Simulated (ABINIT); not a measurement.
# Beyond one shot: In2O3 (R-3c), part 2 of 2

How far does self-consistency move the gap of In2O3 (R-3c)?

ABINIT 10.8.3; LDA and many-body steps on it, plane waves. Known limits of the many-body steps: not at the basis limit; no spin-orbit coupling.

So far. Step 3 (Screening, 4×4×4 mesh, 128 bands, screening to 89.8 eV): Local fields lower ε∞ by 4 %. Step 4 (G0W0): The gap on the mesh goes from 1.20 eV to 2.67 eV, a correction of +1.47 eV.

## (5) evGW0, cycle 1

This step: evGW0 on LDA, plane waves, norm-conserving pseudopotentials.

run.abi reads:

```
acell 3*1.0 Angstrom
rprim 
  2.743499999981 1.583960463511 4.836666666700
  -2.743499999981 1.583960463511 4.836666666700
  -0.000000000000 -3.167920927022 4.836666666700
ntypat 2
znucl 49 8
natom 10
typat 1 1 1 1 2 2 2 2 2 2
xred 
  0.357310000000 0.357310000000 0.357310000000
  0.142690000000 0.142690000000 0.142690000000
  0.642690000000 0.642690000000 0.642690000000
  0.857310000000 0.857310000000 0.857310000000
  0.548000000000 0.952000000000 0.250000000000
  0.250000000000 0.548000000000 0.952000000000
  0.952000000000 0.250000000000 0.548000000000
  0.452000000000 0.048000000000 0.750000000000
  0.750000000000 0.452000000000 0.048000000000
  0.048000000000 0.750000000000 0.452000000000
pp_dirpath "pseudos"
pseudos "In.upf, O.upf"
ecut 42
ngkpt 4 4 4
nshiftk 1
shiftk 0 0 0
kptopt 1
chksymbreak 0
istwfk *1
occopt 1
irdwfk 1
optdriver 4
nband 128
gwcalctyp 10
ecutsigx 42
symsigma 1
nkptgw 13
kptgw 
  0.0000000000 0.0000000000 0.0000000000
  0.2500000000 0.0000000000 0.0000000000
  0.5000000000 0.0000000000 0.0000000000
  0.2500000000 0.2500000000 0.0000000000
  0.5000000000 0.2500000000 0.0000000000
  -0.2500000000 0.2500000000 0.0000000000
  0.5000000000 0.5000000000 0.0000000000
  0.2500000000 0.2500000000 0.2500000000
  0.5000000000 0.2500000000 0.2500000000
  -0.2500000000 0.2500000000 0.2500000000
  0.5000000000 0.5000000000 0.2500000000
  -0.2500000000 0.5000000000 0.2500000000
  0.5000000000 0.5000000000 0.5000000000
bdgw 
  43 70
  43 70
  43 70
  43 70
  43 70
  43 70
  43 70
  43 70
  43 70
  43 70
  43 70
  43 70
  43 70
ecuteps 3.3
irdscr 1
ppmodel 1
indata_prefix "in"
outdata_prefix "out"
tmpdata_prefix "tmp"
```

The run is started by

```bash
$ OMP_NUM_THREADS=1 mpirun -n 4 abinit run.abi > log
```

Numbers of over 12 decimals in the logs are rounded to 6 here.

What it wrote:

```text
.Version 10.8.3 of ABINIT. v10.8.2 released Aug 2026.

 Symmetries : space group R-3 c (#167); Bravais hR (rhombohedral)
[... echo of the input left out ...]
== DATASET  1 ==================================================================
-   mpi_nproc: 4, omp_nthreads: 1 (-1 if OMP is not activated)

--- !DatasetInfo
iteration_state: {dtset: 1, }
dimensions: {natom: 10, nkpt: 13, mband: 128, nsppol: 1, nspinor: 1, nspden: 1, mpw: 11092, }
cutoff_energies: {ecut:  42.0, pawecutdg:  -1.0, }
electrons: {nelect:   1.20000000E+02, charge:   0.00000000E+00, occopt:   1.00000000E+00, tsmear:   1.00000000E-02, }

 SIGMA: Calculation of the GW corrections

 Based on a program developped by R.W. Godby, V. Olevano, G. Onida, and L. Reining.
 Incorporated in ABINIT by V. Olevano, G.-M. Rignanese, and M. Torrent.
.Using double precision arithmetic ; gwpc =  8

[... cell and pseudopotentials left out ...]
--------------------------------------------------------------------------------

 ==== K-mesh for the wavefunctions ====
 Number of points in the irreducible wedge :    13
[... list of points left out ...]
 Together with 12 symmetry operations and time-reversal symmetry
 yields    64 points in the full Brillouin Zone.

 ==== Q-mesh for screening function ====
 Number of points in the irreducible wedge :    13
[... list of points left out ...]
 Together with 12 symmetry operations and time-reversal symmetry
 yields    64 points in the full Brillouin Zone.

 vcoul_init : cutoff-mode = AUXILIARY_FUNCTION
 q-points for optical limit:   1
     1)      0.000010    0.000020    0.000030
 setmesh: FFT mesh size selected  =    64x   64x   64
          total number of points  =       262144

 Number of electrons calculated from density =  120.0000; Expected =  120.0000
[...]
spin       : 1
KS_gap     :    5.624
QP_gap     :    7.750
Delta_QP_KS:    2.126
data: !SigmaeeData |
     Band     E_DFT   <VxcDFT>   E(N-1)  <Hhartree>   SigX  SigC[E(N-1)]    Z     dSigC/dE  Sig[E(N)]  DeltaE  E(N)_pert E(N)_diago
[...]
--- !SelfEnergy_ee
iteration_state: {dtset: 1, }
kpoint     : [   0.500,    0.500,    0.500, ]
spin       : 1
KS_gap     :    4.510
QP_gap     :    6.325
Delta_QP_KS:    1.814
data: !SigmaeeData |
     Band     E_DFT   <VxcDFT>   E(N-1)  <Hhartree>   SigX  SigC[E(N-1)]    Z     dSigC/dE  Sig[E(N)]  DeltaE  E(N)_pert E(N)_diago
[...]
69    14.791   -14.629    14.791    29.420    -8.508    -3.829     0.823    -0.215   -12.742     1.887    16.677    17.083
       70    14.791   -14.629    14.791    29.420    -8.508    -3.829     0.823    -0.215   -12.742     1.887    16.677    17.083

 New Fermi energy :        2.379488E-01 Ha ,    6.474917E+00 eV

 === QP Band Gaps ===
  >>>> For spin  1
   Minimum direct gap =   2.9840 [eV], located at k-point      :   0.0000  0.0000  0.0000
   Fundamental gap    =   2.9574 [eV], Top of valence bands at :   0.2500  0.0000  0.0000
                                       Bottom of conduction at :   0.0000  0.0000  0.0000

 writing QP data on file : out_QPS

 Convergence of QP corrections
 >>>>> For spin  1 <<<<<
.  kptgw no:  1; Maximum DeltaE = (   0.000   0.000) for band index: 23
.  kptgw no:  2; Maximum DeltaE = (  -0.202   0.001) for band index: 20
.  kptgw no:  3; Maximum DeltaE = (  -0.210   0.000) for band index: 22
[...]
.  kptgw no: 12; Maximum DeltaE = (  -0.402   0.001) for band index: 19
.  kptgw no: 13; Maximum DeltaE = (  -0.346   0.002) for band index: 21

== END DATASET(S) ==============================================================
================================================================================

 -outvars: echo values of variables after computation  --------
           etotal      0.0000000000E+00
            nband         128
             nkpt          13
          spgroup         167
 [... the other variables as echoed above ...]

 Calculation completed.
```

Run time: 34 min. Hardware: 4 MPI ranks of Arm Neoverse V2, shared host; peak memory 9.7 GiB.

This step gave:

```
quasiparticle gap on the mesh                         : 2.958 eV
gap of the density functional on the mesh             : 1.199 eV
k of the valence top                                  : 0.25, 0, 0
k of the conduction bottom                            : 0, 0, 0
Z at the valence top                                  : 0.781
Z at the conduction bottom                            : 0.841
least direct quasiparticle gap on the computed points : 2.984 eV
```

Against G0W0 in ABINIT (4×4×4 mesh, 128 bands, screening to 89.8 eV, Godby-Needs plasmon pole), the gap moves by +0.290 eV. This first cycle still uses the starting levels; it takes the full correction, at all points of the mesh, and its linearised value is 2.668 eV.

## (6) evGW0, cycle 2

The corrected levels of the last cycle go back in.

run.abi, as its differences from that of step 5:

```diff
@@ -68,2 +68,3 @@
 ppmodel 1
+irdqps 1
 indata_prefix "in"
```

What it wrote:

```text
.Version 10.8.3 of ABINIT. v10.8.2 released Aug 2026.

 Symmetries : space group R-3 c (#167); Bravais hR (rhombohedral)
[... echo of the input left out ...]
== DATASET  1 ==================================================================
-   mpi_nproc: 4, omp_nthreads: 1 (-1 if OMP is not activated)

--- !DatasetInfo
iteration_state: {dtset: 1, }
dimensions: {natom: 10, nkpt: 13, mband: 128, nsppol: 1, nspinor: 1, nspden: 1, mpw: 11092, }
cutoff_energies: {ecut:  42.0, pawecutdg:  -1.0, }
[...]
.  kptgw no:  3; Maximum DeltaE = (   0.011  -0.000) for band index: 28
[...]
.  kptgw no: 12; Maximum DeltaE = (   0.066   0.002) for band index: 19
.  kptgw no: 13; Maximum DeltaE = (   0.055   0.001) for band index: 22

== END DATASET(S) ==============================================================
================================================================================

 -outvars: echo values of variables after computation  --------
           etotal      0.0000000000E+00
            nband         128
             nkpt          13
          spgroup         167
 [... the other variables as echoed above ...]

 Calculation completed.
```

Run time: 33 min. Hardware: 4 MPI ranks; peak memory 9.7 GiB.

Numbers from this step:

* quasiparticle gap on the mesh: 2.853 eV
* gap of the density functional on the mesh: 1.199 eV
* k of the valence top: 0.25, 0, 0
* k of the conduction bottom: 0, 0, 0
* least direct quasiparticle gap on the computed points: 2.881 eV

Against the cycle before, the gap moves by −0.105 eV.

## (7) The runs together

Times are wall times on 4 MPI ranks of Arm Neoverse V2, shared host, good to a factor of about two. A run's time includes the screening step that it read.

```csv
run,mesh,bands,screening cutoff (eV),DFT gap (eV),gap on the mesh (eV),direct (eV),ε∞ used,time
G0W0,4×4×4,128,89.8,1.199,2.668,2.700,5.06,18 min
"evGW0, cycle 1",4×4×4,128,89.8,1.199,2.958,2.984,5.06,51 min
"evGW0, cycle 2",4×4×4,128,89.8,1.199,2.853,2.881,5.06,50 min
```

## (8) What came out

| Item | Value |
| --- | --- |
| G0W0 | 2.668 eV |
| evGW0, cycle 1 | 2.958 eV |
| evGW0, cycle 2 | 2.853 eV |
| known limits | not at the basis limit; no spin-orbit coupling |

What this shows: Only the bands that the input lists are updated; the others, empty or deep, keep the functional's energies or take a rigid shift. evGW0 ends at 2.85 eV, +0.19 eV from G0W0, after 2 cycles that took 67 min beside the first screening; the last moved the gap by 0.105 eV, so the loop had not settled. The first cycle of evGW0 takes the full correction, without the factor Z, so it overshoots the one-shot value. Against experiment, by evGW0, cycle 2: the gap of 2.85 eV lies −0.23 eV from the measured 3.08 eV (optical, 2024). An exciton line or allowed optical edge lies below the quasiparticle gap by the binding energy; a forbidden edge can push the onset above it. These are gaps on the mesh, at modest bands and cutoff. The calculation has static nuclei and no excitons; a measured gap holds zero-point and thermal motion, which mostly lowers it. Bands and cutoff are finite, so the gap is not at the basis limit. The miss can reach some tenths of an eV and take either sign; the mesh is an error of its own. The many-body steps are scalar-relativistic: spin-orbit coupling is not in them.

[Paths, hosts, dates, memory and timing lines, banners, echoed tables and standing remarks are left out of the program output.]

[Logs are printed without paths, hosts, clocks, repeated set-up lines and the standing remarks that a program may print on its own settings, such as how far it seeks lower states.]

[Runs of the session that timed out or met a known fault of the program may be left out.]

[Hosts, paths, dates, database ids (printed as entryN), source tags and the programs' standing remarks are cut or masked in the printed files.]

[G0W0 gaps are taken among the corrected bands and points alone; a level outside them can change the order at an edge.]

[Where Ansatz stands beside ABINIT at settings called matched, ABINIT's density can come from a denser mesh and the files from another edition; pairs whose starting gaps differed by over 0.03 eV were left out, so agreement reads better than it is.]
